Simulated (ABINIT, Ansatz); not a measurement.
# MoS3 (Pm-3m): zone-centre phonons, part 4 of 4

Aim: the zone-centre modes of MoS3 (Pm-3m).

ABINIT 10.8.3; DFT PBEsol, scalar-relativistic, plane waves, PseudoDojo norm-conserving pseudopotentials.

So far, lowest optical zone-centre mode (cm⁻¹): step 5 (zone-centre analysis) 40.4. The relaxed cell has a = 4.644 Å (conventional setting).

The structure was built from a prototype and need not be the compound's stable phase.

**6. Sum rules set otherwise (asr 0)**

Without the rule the raw error of the acoustic modes shows.

Contents of anaddb.abi:

```
ddb_filepath "gamma_DDB"
output_file "anaddb.abo"
outdata_prefix "anaddb"
asr 0
chneut 0
enunit 2
eivec 1
nph1l 1
qph1l 0.0 0.0 0.0 1.0
```

Contents of mrgddb.in:

```
gamma_DDB
merged
2
dfpt_gammao_DDB
gso_DDB
```

Run with:

```console
$ mrgddb < mrgddb.in > mrgddb.log
$ OMP_NUM_THREADS=1 anaddb anaddb.abi > anaddb.log
```

Numbers of over 12 decimals in the logs are rounded to 6 here.

anaddb.abo, the main output file:

```text
-outvars_anaddb: echo values of input variables ----------------------

 Miscellaneous information :
      enunit         2
       eivec         1
      chneut         0
 First list of wavevector (reduced coord.) :
       nph1l         1
       qph1l
                     0.00000000E+00  0.00000000E+00  0.00000000E+00    1.000E+00

================================================================================

 read the DDB information and perform some checks

  ==== Info on the Cryst% object ====
 Real(R)+Recip(G) space primitive vectors, cartesian coordinates (Bohr,Bohr^-1):
 R(1)=  8.7757365  0.0000000  0.0000000  G(1)=  0.1139506  0.0000000  0.0000000
 R(2)=  0.0000000  8.7757365  0.0000000  G(2)=  0.0000000  0.1139506  0.0000000
 R(3)=  0.0000000  0.0000000  8.7757365  G(3)=  0.0000000  0.0000000  0.1139506
 Unit cell volume ucvol=  6.7585062E+02 bohr^3
 Angles (23,13,12)=  9.00000000E+01  9.00000000E+01  9.00000000E+01 degrees
 Time-reversal symmetry is present
 Reduced atomic positions [iatom, xred, symbol]:
    1)    0.0000000  0.0000000  0.0000000  Mo
    2)    0.0000000  0.0000000  0.5000000   S
    3)    0.0000000  0.5000000  0.0000000   S
    4)    0.5000000  0.0000000  0.0000000   S

 DDB file with 3 blocks has been read.

================================================================================

 Treat the first list of vectors

  Phonon wavevector (reduced coordinates) :  0.00000  0.00000  0.00000
 Phonon energies in Hartree :
  -6.330911E-06 -6.330911E-06 -6.330910E-06  1.859685E-04  1.859685E-04
   1.859685E-04  4.526778E-04  4.526778E-04  4.526778E-04  1.652404E-03
   1.652404E-03  1.652404E-03
 Phonon energies in meV     :
- -1.722729E-01 -1.722729E-01 -1.722728E-01  5.060461E+00  5.060461E+00
-  5.060461E+00  1.231799E+01  1.231799E+01  1.231799E+01  4.496422E+01
-  4.496422E+01  4.496422E+01
 Phonon frequencies in cm-1    :
- -1.389474E+00 -1.389474E+00 -1.389474E+00  4.081537E+01  4.081537E+01
-  4.081537E+01  9.935129E+01  9.935129E+01  9.935129E+01  3.626609E+02
-  3.626609E+02  3.626609E+02
 Phonon frequencies in Thz     :
- -4.165540E-02 -4.165539E-02 -4.165539E-02  1.223614E+00  1.223614E+00
-  1.223614E+00  2.978477E+00  2.978477E+00  2.978477E+00  1.087230E+01
-  1.087230E+01  1.087230E+01
 Phonon energies in Kelvin  :
- -1.999144E+00 -1.999144E+00 -1.999143E+00  5.872421E+01  5.872421E+01
-  5.872421E+01  1.429443E+02  1.429443E+02  1.429443E+02  5.217881E+02
-  5.217881E+02  5.217881E+02

 Eigendisplacements
 (will be given, for each mode : in cartesian coordinates
   for each atom the real part of the displacement vector,
   then the imaginary part of the displacement vector - absolute values smaller than 1.0d-7 are set to zero)
  Mode number    1   Energy   -6.330911E-06
 Attention : low frequency mode.
   (Could be unstable or acoustic mode)
-  1  0.00000000E+00  0.00000000E+00  1.76285833E-03
-     0.00000000E+00  0.00000000E+00  0.00000000E+00
-  2  0.00000000E+00  0.00000000E+00  1.66415340E-03
-     0.00000000E+00  0.00000000E+00  0.00000000E+00
-  3  0.00000000E+00  0.00000000E+00  1.58751791E-03
-     0.00000000E+00  0.00000000E+00  0.00000000E+00
-  4  0.00000000E+00  0.00000000E+00  1.58751791E-03
-     0.00000000E+00  0.00000000E+00  0.00000000E+00
  Mode number    2   Energy   -6.330911E-06
 Attention : low frequency mode.
   (Could be unstable or acoustic mode)
-  1  0.00000000E+00 -1.76285833E-03  0.00000000E+00
-     0.00000000E+00  0.00000000E+00  0.00000000E+00
-  2  0.00000000E+00 -1.58751791E-03  0.00000000E+00
-     0.00000000E+00  0.00000000E+00  0.00000000E+00
-  3  0.00000000E+00 -1.66415340E-03  0.00000000E+00
-     0.00000000E+00  0.00000000E+00  0.00000000E+00
-  4  0.00000000E+00 -1.58751791E-03  0.00000000E+00
-     0.00000000E+00  0.00000000E+00  0.00000000E+00
  Mode number    3   Energy   -6.330910E-06
 Attention : low frequency mode.
   (Could be unstable or acoustic mode)
-  1  1.76285833E-03  0.00000000E+00  0.00000000E+00
-     0.00000000E+00  0.00000000E+00  0.00000000E+00
-  2  1.58751791E-03  0.00000000E+00  0.00000000E+00
-     0.00000000E+00  0.00000000E+00  0.00000000E+00
-  3  1.58751791E-03  0.00000000E+00  0.00000000E+00
-     0.00000000E+00  0.00000000E+00  0.00000000E+00
-  4  1.66415340E-03  0.00000000E+00  0.00000000E+00
-     0.00000000E+00  0.00000000E+00  0.00000000E+00
  Mode number    4   Energy    1.859685E-04
-  1  0.00000000E+00  0.00000000E+00 -1.52186302E-03
-     0.00000000E+00  0.00000000E+00  0.00000000E+00
-  2  0.00000000E+00  0.00000000E+00  5.94837975E-04
-     0.00000000E+00  0.00000000E+00  0.00000000E+00
-  3  0.00000000E+00  0.00000000E+00  2.21635272E-03
-     0.00000000E+00  0.00000000E+00  0.00000000E+00
-  4  0.00000000E+00  0.00000000E+00  2.21635272E-03
-     0.00000000E+00  0.00000000E+00  0.00000000E+00
  Mode number    5   Energy    1.859685E-04
-  1  0.00000000E+00 -1.52186302E-03  0.00000000E+00
-     0.00000000E+00  0.00000000E+00  0.00000000E+00
-  2  0.00000000E+00  2.21635272E-03  0.00000000E+00
-     0.00000000E+00  0.00000000E+00  0.00000000E+00
-  3  0.00000000E+00  5.94837975E-04  0.00000000E+00
-     0.00000000E+00  0.00000000E+00  0.00000000E+00
-  4  0.00000000E+00  2.21635272E-03  0.00000000E+00
-     0.00000000E+00  0.00000000E+00  0.00000000E+00
  Mode number    6   Energy    1.859685E-04
-  1  1.52186302E-03  0.00000000E+00  0.00000000E+00
-     0.00000000E+00  0.00000000E+00  0.00000000E+00
-  2 -2.21635272E-03  0.00000000E+00  0.00000000E+00
-     0.00000000E+00  0.00000000E+00  0.00000000E+00
-  3 -2.21635272E-03  0.00000000E+00  0.00000000E+00
-     0.00000000E+00  0.00000000E+00  0.00000000E+00
-  4 -5.94837976E-04  0.00000000E+00  0.00000000E+00
-     0.00000000E+00  0.00000000E+00  0.00000000E+00
  Mode number    7   Energy    4.526778E-04
-  1  0.00000000E+00  0.00000000E+00  0.00000000E+00
-     0.00000000E+00  0.00000000E+00  0.00000000E+00
-  2  0.00000000E+00  0.00000000E+00  0.00000000E+00
-     0.00000000E+00  0.00000000E+00  0.00000000E+00
-  3  0.00000000E+00  0.00000000E+00  2.92470830E-03
-     0.00000000E+00  0.00000000E+00  0.00000000E+00
-  4  0.00000000E+00  0.00000000E+00 -2.92470830E-03
-     0.00000000E+00  0.00000000E+00  0.00000000E+00
  Mode number    8   Energy    4.526778E-04
-  1  0.00000000E+00  0.00000000E+00  0.00000000E+00
-     0.00000000E+00  0.00000000E+00  0.00000000E+00
-  2  0.00000000E+00  2.92470830E-03  0.00000000E+00
-     0.00000000E+00  0.00000000E+00  0.00000000E+00
-  3  0.00000000E+00  0.00000000E+00  0.00000000E+00
-     0.00000000E+00  0.00000000E+00  0.00000000E+00
-  4  0.00000000E+00 -2.92470830E-03  0.00000000E+00
-     0.00000000E+00  0.00000000E+00  0.00000000E+00
  Mode number    9   Energy    4.526778E-04
-  1  0.00000000E+00  0.00000000E+00  0.00000000E+00
-     0.00000000E+00  0.00000000E+00  0.00000000E+00
-  2  2.92470830E-03  0.00000000E+00  0.00000000E+00
-     0.00000000E+00  0.00000000E+00  0.00000000E+00
-  3 -2.92470830E-03  0.00000000E+00  0.00000000E+00
-     0.00000000E+00  0.00000000E+00  0.00000000E+00
-  4  0.00000000E+00  0.00000000E+00  0.00000000E+00
-     0.00000000E+00  0.00000000E+00  0.00000000E+00
  Mode number   10   Energy    1.652404E-03
-  1  0.00000000E+00  0.00000000E+00  5.42412415E-04
-     0.00000000E+00  0.00000000E+00  0.00000000E+00
-  2  0.00000000E+00  0.00000000E+00 -3.73959871E-03
-     0.00000000E+00  0.00000000E+00  0.00000000E+00
-  3  0.00000000E+00  0.00000000E+00  1.05900242E-03
-     0.00000000E+00  0.00000000E+00  0.00000000E+00
-  4  0.00000000E+00  0.00000000E+00  1.05900242E-03
-     0.00000000E+00  0.00000000E+00  0.00000000E+00
  Mode number   11   Energy    1.652404E-03
-  1  0.00000000E+00 -5.42412415E-04  0.00000000E+00
-     0.00000000E+00  0.00000000E+00  0.00000000E+00
-  2  0.00000000E+00 -1.05900242E-03  0.00000000E+00
-     0.00000000E+00  0.00000000E+00  0.00000000E+00
-  3  0.00000000E+00  3.73959871E-03  0.00000000E+00
-     0.00000000E+00  0.00000000E+00  0.00000000E+00
-  4  0.00000000E+00 -1.05900242E-03  0.00000000E+00
-     0.00000000E+00  0.00000000E+00  0.00000000E+00
  Mode number   12   Energy    1.652404E-03
-  1  5.42412415E-04  0.00000000E+00  0.00000000E+00
-     0.00000000E+00  0.00000000E+00  0.00000000E+00
-  2  1.05900242E-03  0.00000000E+00  0.00000000E+00
-     0.00000000E+00  0.00000000E+00  0.00000000E+00
-  3  1.05900242E-03  0.00000000E+00  0.00000000E+00
-     0.00000000E+00  0.00000000E+00  0.00000000E+00
-  4 -3.73959871E-03  0.00000000E+00  0.00000000E+00
-     0.00000000E+00  0.00000000E+00  0.00000000E+00

 Analysis of degeneracies and characters (maximum tolerance=1.00E-06 a.u.)
 For each vibration mode, or group of modes if degenerate,
 the characters are given for each symmetry operation (see the list in the log file).
 Symmetry characters of vibration mode #   1
       degenerate with vibration modes #   2 to    3
  3.0 -3.0 -1.0  1.0 -1.0  1.0 -1.0  1.0  1.0 -1.0 -1.0  1.0  1.0 -1.0 -1.0  1.0
 -0.0  0.0 -0.0  0.0  0.0 -0.0  0.0 -0.0  1.0 -1.0 -1.0  1.0 -1.0  1.0  1.0 -1.0
 -0.0  0.0  0.0 -0.0  0.0 -0.0 -0.0  0.0  1.0 -1.0  1.0 -1.0 -1.0  1.0 -1.0  1.0
 Symmetry characters of vibration mode #   4
       degenerate with vibration modes #   5 to    6
  3.0 -3.0 -1.0  1.0 -1.0  1.0 -1.0  1.0  1.0 -1.0 -1.0  1.0  1.0 -1.0 -1.0  1.0
 -0.0  0.0 -0.0  0.0  0.0 -0.0  0.0 -0.0  1.0 -1.0 -1.0  1.0 -1.0  1.0  1.0 -1.0
 -0.0  0.0  0.0 -0.0  0.0 -0.0 -0.0  0.0  1.0 -1.0  1.0 -1.0 -1.0  1.0 -1.0  1.0
 Symmetry characters of vibration mode #   7
       degenerate with vibration modes #   8 to    9
  3.0 -3.0 -1.0  1.0 -1.0  1.0 -1.0  1.0 -1.0  1.0  1.0 -1.0 -1.0  1.0  1.0 -1.0
  0.0 -0.0 -0.0  0.0  0.0 -0.0 -0.0  0.0 -1.0  1.0  1.0 -1.0  1.0 -1.0 -1.0  1.0
  0.0 -0.0  0.0 -0.0 -0.0  0.0 -0.0  0.0 -1.0  1.0 -1.0  1.0  1.0 -1.0  1.0 -1.0
 Symmetry characters of vibration mode #  10
       degenerate with vibration modes #  11 to   12
  3.0 -3.0 -1.0  1.0 -1.0  1.0 -1.0  1.0  1.0 -1.0 -1.0  1.0  1.0 -1.0 -1.0  1.0
  0.0 -0.0 -0.0  0.0 -0.0  0.0 -0.0  0.0  1.0 -1.0 -1.0  1.0 -1.0  1.0  1.0 -1.0
  0.0 -0.0 -0.0  0.0 -0.0  0.0 -0.0  0.0  1.0 -1.0  1.0 -1.0 -1.0  1.0 -1.0  1.0
-
```

Elapsed: 0.49 s, on 1 thread of Arm Neoverse V2, shared host.

This step gave:

* lowest optical zone-centre mode: 40.82 cm⁻¹

Zone-centre frequencies as printed; negative means imaginary. Modes:

| mode | frequency (cm⁻¹) |
| --- | --- |
| 1 | -1.39 |
| 2 | -1.39 |
| 3 | -1.39 |
| 4 | 40.82 |
| 5 | 40.82 |
| 6 | 40.82 |
| 7 | 99.35 |
| 8 | 99.35 |
| 9 | 99.35 |
| 10 | 362.7 |
| 11 | 362.7 |
| 12 | 362.7 |

**7. Cross-check with Ansatz**

A second program on the same cell, potentials, cutoff and meshes tests the implementation of the phonon response, not its convergence.

This step: DFT PBEsol, scalar-relativistic, plane waves, PseudoDojo norm-conserving pseudopotentials (Ansatz 0.2.0).

Contents of input.yaml:

```yaml
crystal:
  lattice:
    - [4.6439197473, 0.0, 0.0]
    - [0.0, 4.6439197473, 0.0]
    - [0.0, 0.0, 4.6439197473]
  atoms:
    - { symbol: Mo, position: [0.0, 0.0, 0.0] }
    - { symbol: S, position: [0.0, 0.0, 0.5] }
    - { symbol: S, position: [0.0, 0.5, 0.0] }
    - { symbol: S, position: [0.5, 0.0, 0.0] }
kpoints:
  mp_grid: { grid: [8, 8, 8] }
hamiltonian:
  xc: pbesol
  pseudopotentials: { kind: nc, accuracy: standard }
scf:
  occupations: { method: fermi_dirac, width: 0.27211 }
output:
  eigenvalues: true
basis:
  ecutwfc: 979.61
phonons:
  method: dfpt
```

Run with:

```console
$ ansatz run input.yaml --threads 4 --pin off --max-ram 8192MiB --backend cpu --events-out ev --progress --plain --runs-dir out
```

What it wrote:

```text
Warning: basis.ecutwfc = 979.61 eV is below the records' recommended 1088.45545 eV, and the density's cutoff is lower with it unless basis.ecutrho_ratio is high enough to keep the records' density cutoff: compare with a run at a higher cutoff
band count auto-derived: 22 (N_el = 32.0; filled up to band 16; 20 by the electrons, moments and atoms)
zone centre: on kpoints.mp_grid the ground state, and the responses unless they are solved on pairs of k-points, stand on 125 of the mesh's 512 k-points, reduced under 8 symmetry operations, with k and −k counted as one. Each operation leaves every solved displacement unchanged or reverses it
Engine: ansatz 0.2.0, aarch64-unknown-linux-gnu
Pseudopotentials: kind: nc
Pseudopotential: Mo, nc, valence charge 14, recommended cutoff 1088.45545 eV (normal), Mo.nc.azcp (PseudoDojo's, or run here from an input of PseudoDojo's; its table is named by hamiltonian.pseudopotentials.accuracy)
Pseudopotential: S, nc, valence charge 6, recommended cutoff 707.496042 eV (normal), S.nc.azcp (PseudoDojo's, or run here from an input of PseudoDojo's; its table is named by hamiltonian.pseudopotentials.accuracy)
Functional definition: PBEsol
  exchange = pbesol_x
  correlation = pbesol_c
Crystal: 4 atoms, lattice volume = 100.151 Å³
Basis set: ecut = 979.61 eV, 6979 PW (Γ), exchange–correlation on 96×96×96 points (8 copies of the dense FFT grid, shifted against one another)
Bands: 22, of which v1, the nominal top of the filled ones, is band 16 counted from 1 (15 counted from 0)
Symmetry: 48 space group operations
k-points: 125 of 512 (irreducible under 8 space group operations)
Non-local potential: Mo, projectors of the file, l = 0: 2, l = 1: 2, l = 2: 2
Non-local potential: S, projectors of the file, l = 0: 2, l = 1: 2, l = 2: 2
Initial density: superposition of atomic densities (chi_scale 0.1, normalization cell, long waves kept (reshape's long-wave potential 0.00 eV rms))
Initial wavefunctions: pseudopotential atomic-orbital guess
Functional: x = pbesol(κ = 0.804, μ = 0.123457), c = pbesol(β = 0.046)
SCF iter   1: F=—  HF=-2813.166674 eV  |F-HF|=—  |Δ(HF+E_count)|=         —  Δρ=6.44e-2  dr2=6.40e0  ethr=3.10e-3  ⟨swp⟩=7.6  Hψ=16370  notcnv=0
preconditioner: auto → LDOS  [metal: Δε(μ)=0.101 eV  Ē_g=8.716 eV  σ=0.272 eV  W_gap=0.09  n_scr=18 (ndim 8)  ℏωp=18.2 eV  f_vac=0.106  D(μ)=1.97/eV (n_scr^D=6)  β→1.0]
SCF iter   2: F=—  HF=-2812.413686 eV  |F-HF|=—  |Δ(HF+E_count)|=   7.53e-1  Δρ=3.58e-2  dr2=2.79e0  ethr=3.10e-3  ⟨swp⟩=3.1  Hψ=7283  notcnv=0
SCF iter   3: F=—  HF=-2812.066944 eV  |F-HF|=—  |Δ(HF+E_count)|=   3.47e-1  Δρ=6.53e-3  dr2=3.67e-2  ethr=3.10e-3  ⟨swp⟩=2.5  Hψ=4683  notcnv=0
SCF iter   4: F=—  HF=-2812.057723 eV  |F-HF|=—  |Δ(HF+E_count)|=   9.22e-3  Δρ=1.63e-3  dr2=4.46e-3  ethr=1.15e-4  ⟨swp⟩=2.0  Hψ=5365  notcnv=0
SCF iter   5: F=—  HF=-2812.057191 eV  |F-HF|=—  |Δ(HF+E_count)|=   5.32e-4  Δρ=3.45e-4  dr2=1.86e-4  ethr=1.39e-5  ⟨swp⟩=1.1  Hψ=2904  notcnv=0
SCF iter   6: F=—  HF=-2812.057170 eV  |F-HF|=—  |Δ(HF+E_count)|=   2.01e-5  Δρ=4.45e-5  dr2=8.47e-7  ethr=5.80e-7  ⟨swp⟩=2.6  Hψ=4626  notcnv=0
SCF iter   7: F=—  HF=-2812.057322 eV  |F-HF|=—  |Δ(HF+E_count)|=   1.51e-4  Δρ=4.38e-6  dr2=5.64e-9  ethr=2.65e-9  ⟨swp⟩=2.5  Hψ=5714  notcnv=0
SCF iter   8: F=—  HF=-2812.057322 eV  |F-HF|=—  |Δ(HF+E_count)|=   4.43e-9  Δρ=1.51e-6  dr2=1.36e-9  ethr=1.76e-11  ⟨swp⟩=3.1  Hψ=6681  notcnv=0
SCF iter   9: F=—  HF=-2812.057322 eV  |F-HF|=—  |Δ(HF+E_count)|=  4.66e-10  Δρ=1.33e-7  dr2=1.35e-11  ethr=4.24e-12  ⟨swp⟩=2.0  Hψ=4531  notcnv=0
SCF iter  10: F=-2812.057322 eV  HF=-2812.057322 eV  |F-HF|=1.36e-12  |Δ(HF+E_count)|=  9.09e-13  Δρ=2.68e-8  dr2=8.32e-13  ethr=1.00e-12  ⟨swp⟩=9.1  Hψ=17894  notcnv=0
SCF 1 converged in 10 iterations: F = -2812.057322 eV  dr2 = 8.32e-13
DFPT response loops at Γ: preconditioner auto → Kerker (q_TF=auto, 2.256 Å⁻¹) (partly filled bands, converged f_vac=0.145); β = 1.00, the filter's whole step (`scf.mixing.beta` (0.50) is not read by the response loops under this deck's `scf.mixing.preconditioner`; to damp them name `kerker` or `kerker_dos`, under which they read `scf.mixing.beta`, and type it under 1.00, their step now; both keys bind the ground state too); Broyden in place of MSR1
SCF converged after 10 iterations
Free energy (F): -2812.057322 eV
Harris-Foulkes:  -2812.057322 eV  (|F-HF|=1.36e-12)
Internal energy: -2811.364024 eV  (E = F + TS)
E sigma→0 (E₀):  -2811.710673 eV
Entropy (-TS):   -0.693298 eV (-173.324 meV/atom)
Fermi energy:    5.244736 eV
--- Per-component energies (eV) ---
  E_band       = -301.740514
  E_kinetic    = 914.613497
  E_local      = -2848.325823  (includes V_loc(G=0)·N_el)
  E_nonlocal   = 359.282059
  E_hartree    = 902.904484
  E_xc         = -532.543112
  E_vxc        = -533.119250  (∫ρ·V_xc dr)
  E_ewald      = -1607.295129
  E_smearing   = -0.693298  (= −TS)
  E_closure    = 0.000000  (closes the sum)
  Σ components = -2812.057322   (vs F -2812.057322, Δ=0.00e0)
--- Band table (eV; the first three rows and the last of 125) ---
  k-point 0: bands = [... 12 lower, 3.5901, 4.1513, 4.1513, 4.1513, 4.8417, 4.8417, 4.8417, 5.9057, ... 2 higher]
  k-point 1: bands = [... 12 lower, 3.5949, 4.0805, 4.1305, 4.4674, 4.4674, 5.1131, 5.1131, 5.9107, ... 2 higher]
  k-point 2: bands = [... 12 lower, 3.4138, 3.6066, 3.9190, 4.5795, 4.5795, 5.8527, 5.8527, 5.9211, ... 2 higher]
  k-point 124: bands = [... 12 lower, 0.3215, 5.6726, 5.6726, 5.6726, 6.9828, 6.9828, 6.9828, 9.8875, ... 2 higher]
--- Phonons (Γ-DFPT): 3 representative perturbations + reference, on 125 of 512 k-points (Σ response iterations 9) ---
  k mesh reduced under 8 symmetry operations, with k and −k counted as one. Each operation leaves every solved displacement unchanged or reverses it
  ASR residual: 3.463e-4 → 0.000e0 eV/Å²; symmetrization residual: 1.954e-5 eV/Å²
  ASR residual per site (eV/Å²): 3.46e-4 5.60e-5 5.60e-5 5.60e-5
  Γ frequencies (cm⁻¹): 0.00 0.00 0.00 40.49 40.49 40.49 98.89 98.89 98.89 362.69 362.69 362.69
  non-analytic LO–TO correction: not included (Born effective charges unavailable; polar crystals: no LO–TO splitting at Γ)
```

Wall time 68 s (4 threads); peak memory 2.9 GiB; 4.5 min of CPU time.

This step gave:

| Quantity | Value |
| --- | --- |
| sum-rule residual before enforcement | 3.46e-4 eV/Å² |
| lowest optical zone-centre mode | 40.49 cm⁻¹ |

**8. Side by side: ABINIT PseudoDojo and Ansatz, PseudoDojo**

Numbers from this step:

```
root-mean-square difference : 0.07 cm⁻¹
largest difference          : 0.09 cm⁻¹
```

Frequencies side by side, by row:

| q (reciprocal lattice) | mode | ABINIT PseudoDojo (cm⁻¹) | Ansatz, PseudoDojo (cm⁻¹) |
| --- | --- | --- | --- |
| 0 0 0 | 1 | -0.01 | 0 |
| 0 0 0 | 2 | -0.01 | 0 |
| 0 0 0 | 3 | -0.01 | 0 |
| 0 0 0 | 4 | 40.42 | 40.49 |
| 0 0 0 | 5 | 40.42 | 40.49 |
| 0 0 0 | 6 | 40.42 | 40.49 |
| 0 0 0 | 7 | 98.8 | 98.89 |
| 0 0 0 | 8 | 98.8 | 98.89 |
| 0 0 0 | 9 | 98.8 | 98.89 |
| 0 0 0 | 10 | 362.7 | 362.7 |
| 0 0 0 | 11 | 362.7 | 362.7 |
| 0 0 0 | 12 | 362.7 | 362.7 |

At the zone centre the largest difference (acoustic modes at Γ apart) is 0.02 % of the highest mode.

**9. Results**

- space group after relaxation: Pm-3m
- volume per atom: 25.0 Å³
- highest optical zone-centre mode (no LO-TO term): 362.7 cm⁻¹
- lowest optical zone-centre mode: 40.4 cm⁻¹
- imaginary optical modes at the zone centre (no q mesh in this session): none
- largest difference from Ansatz, PseudoDojo: 0.09 cm⁻¹

At the PBEsol level the optical modes of MoS3 (Pm-3m) at the zone centre run from 40 to 363 cm⁻¹. ABINIT PseudoDojo and Ansatz, PseudoDojo agree to 0.09 cm⁻¹ (0.02 % of the highest mode compared) on all solved modes but the acoustic ones at Γ, without the LO-TO term. These are harmonic frequencies: anharmonic shifts and widths and the lattice's thermal expansion are left out. The Fermi-Dirac smearing of 0.01 Ha is an electronic temperature of 3158 K, which adds a pressure of its own and can shift the volume and soft modes. In a metal the frequencies hang on the k mesh and the smearing, most of all near Kohn anomalies. Ansatz warns that the cutoff lies 10 % under the one recommended for these files; agreement at one cutoff is not convergence. The structure is a hypothetical one, built on a prototype.

[Host names and launcher messages were left out of these logs when they were recorded.]

[Logs are printed without paths, hosts, clocks, repeated set-up lines and the standing remarks that a program may print on its own settings, such as how far it seeks lower states.]

[Hosts, paths, dates, database ids (printed as entryN), source tags and the programs' standing remarks are cut or masked in the printed files.]
